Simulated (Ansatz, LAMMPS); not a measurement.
# Amorphous 75SiO2-25TiO2 (mol %) (96 atoms): relaxation and levels of theory

Which bonds does the relaxation leave, and how do the Kohn-Sham gap, forces and pressure change with k-mesh and functional?

Calculated with Ansatz 0.2.0: Kohn-Sham DFT, PBE, PAW (set soft_2), plane waves; cutoff 420 eV, Γ point, fermi-dirac smearing of 0.025 eV.

**The cell**

Density at the start: 2.49 g/cm³. The cell holds 96 atoms: 24 Si, 8 Ti and 64 O. Its edges and angles: a = 11.153 Å, b = 11.153 Å, c = 11.153 Å, α = 90.0°, β = 90.0°, γ = 90.0°. 96 atoms (24 Si, 8 Ti, 64 O) placed at random at 2.49 g/cm³, melted at 5000 K for 10 ps at fixed volume with the Morse and Coulomb pair potential with partial charges (Pedone, Malavasi, Menziani, Cormack and Segre, J. Phys. Chem. B 110, 11780 (2006)). Quenched from 5000 K to 300 K at 50 K/ps and fixed volume, held 5 ps, then minimised at fixed cell.

Cell and atoms were relaxed with PBE. The walk converged after 17 steps by the program's count, with a largest force component of 0.0299 eV/Å; it began at an r.m.s. force component of 0.83 eV/Å. The edges went from 11.153, 11.153, 11.153 to 11.464, 11.057, 11.190 Å, and the volume from 14.451 to 14.696 Å³ an atom (+1.7 %).

The input of the reference single point:

```yaml
crystal:
  lattice:
    - [11.46322, 0.12323, -0.05547]
    - [0.12323, 11.04182, 0.55911]
    - [-0.05547, 0.55911, 11.17576]
  atoms:
    - { symbol: Si, position: [0.53349, 0.83335, 0.22004] }
    - { symbol: Si, position: [0.98801, 0.93265, 0.1019] }
    - { symbol: Si, position: [0.30136, 0.93256, 0.29746] }
    - { symbol: Si, position: [0.78201, 0.62064, 0.72087] }
    [... 90 atom lines left out ...]
    - { symbol: O, position: [0.2538, 0.87075, 0.18286] }
    - { symbol: O, position: [0.64534, 0.16356, 0.21897] }
kpoints:
  mp_grid: { grid: [1, 1, 1] }
hamiltonian:
  xc: pbe
scf:
  occupations: { method: fermi_dirac, width: 0.025 }
output:
  forces: true
  stress: true
  populations: true
  dos:
    method: { smearing: { sigma: 0.08 } }
    de: 0.05
    projected: { site_lists: { O: [O], Si: [Si], Ti: [Ti] } }
  eigenvalues: true
  write_density: true
  write_potential: true
  volumetric_format: npy
```

**Bonds after relaxation**

Bonds by pair of elements; cutoffs follow the first minimum of g(r), held within bounds set by covalent radii, and pairs that aren't listed don't count as bonded:

| pair A-B | cutoff (Å) | bonds | mean length (Å) | spread (Å) | shortest (Å) | B about A | A about B |
| --- | --- | --- | --- | --- | --- | --- | --- |
| O-Si | 2.08 | 96 | 1.64 | 0.021 | 1.59 | 1.5 | 4 |
| O-Ti | 2.64 | 35 | 1.89 | 0.153 | 1.76 | 0.547 | 4.38 |

How many atoms have how many bonded neighbours:

| element | mean | 2 | 3 | 4 | 5 | 6 |
| --- | --- | --- | --- | --- | --- | --- |
| O | 2.05 | 61 | 3 | 0 | 0 | 0 |
| Si | 4 | 0 | 0 | 24 | 0 | 0 |
| Ti | 4.38 | 0 | 1 | 4 | 2 | 1 |

**Levels of theory**

Single points at the relaxed geometry:

| functional | k-mesh | Kohn-Sham gap (eV) | pressure (GPa) | r.m.s. force component (eV/Å) | SCF cycles | time |
| --- | --- | --- | --- | --- | --- | --- |
| PBE | 1×1×1 | 2.177 | 0.00 | 0.007 | 12 | 18 s |
| PBE | 2×2×2 | 2.176 | 0.00 | 0.008 | 12 | 2.5 min |
| HSE06 | 1×1×1 | 3.776 | -4.87 | 0.189 | 24 | 4.4 min |
| r2SCAN | 1×1×1 | 2.509 | -4.33 | 0.147 | 12 | 41 s |
| PBEsol | 1×1×1 | 2.184 | -2.79 | 0.071 | 13 | 15 s |

The gap is that between the highest filled and lowest empty Kohn-Sham level on the run's k-points. Cutoffs: 420 eV for PBE, HSE06 and PBEsol; 500 eV for r2SCAN. Times come from shared hosts and are rough.

**Findings**

By these cutoffs 95 % of O atoms have 2, 100 % of Si atoms have 4 and 50 % of Ti atoms have 4 neighbours. The Kohn-Sham gap is 2.18 eV with PBE on the 1×1×1 mesh and 2.18 eV on 2×2×2. On the 1×1×1 mesh HSE06 changes the gap by +1.60 eV against PBE. Carrying that shift over to the 2×2×2 mesh gives 2.18 + 1.60 = 3.77 eV, an estimate that takes the shift to be alike at all k-points. On the reference's mesh the gap changes with r2SCAN by +0.33 eV and PBEsol by +0.01 eV. Against the reference the pressure changes with HSE06 by -4.9 GPa, r2SCAN by -4.3 GPa and PBEsol by -2.8 GPa; a negative change means a smaller volume than PBE would take. The denser mesh moves the energy by -0.5 meV/atom and the pressure by +0.00 GPa.

Limits: All single points share the geometry relaxed with PBE. The volume changed by +1.7 % on relaxing; in so small a cell, on this mesh and at this cutoff, the relaxed density is rough. One sample; tail or defect levels can set the gap of a disordered cell. The quench rate of 50 K/ps is many orders above laboratory rates, so the cell is likely richer in defects and strain than a real sample. The network of bonds at the start is that of the classical potential that made the cell, and needn't be the one that DFT or experiment would give. In some runs the program notes that the exchange-correlation potential is rough where the density is thin, it cut back its work space to fit the memory limit, the exchange threshold is loose for the stress and the SCF threshold is loose for the stress.

[Logs are printed without paths, hosts, clocks, repeated set-up lines and the standing remarks that a program may print on its own settings, such as how far it seeks lower states.]

[Hosts, paths, dates, database ids (printed as entryN), source tags and the programs' standing remarks are cut or masked in the printed files.]
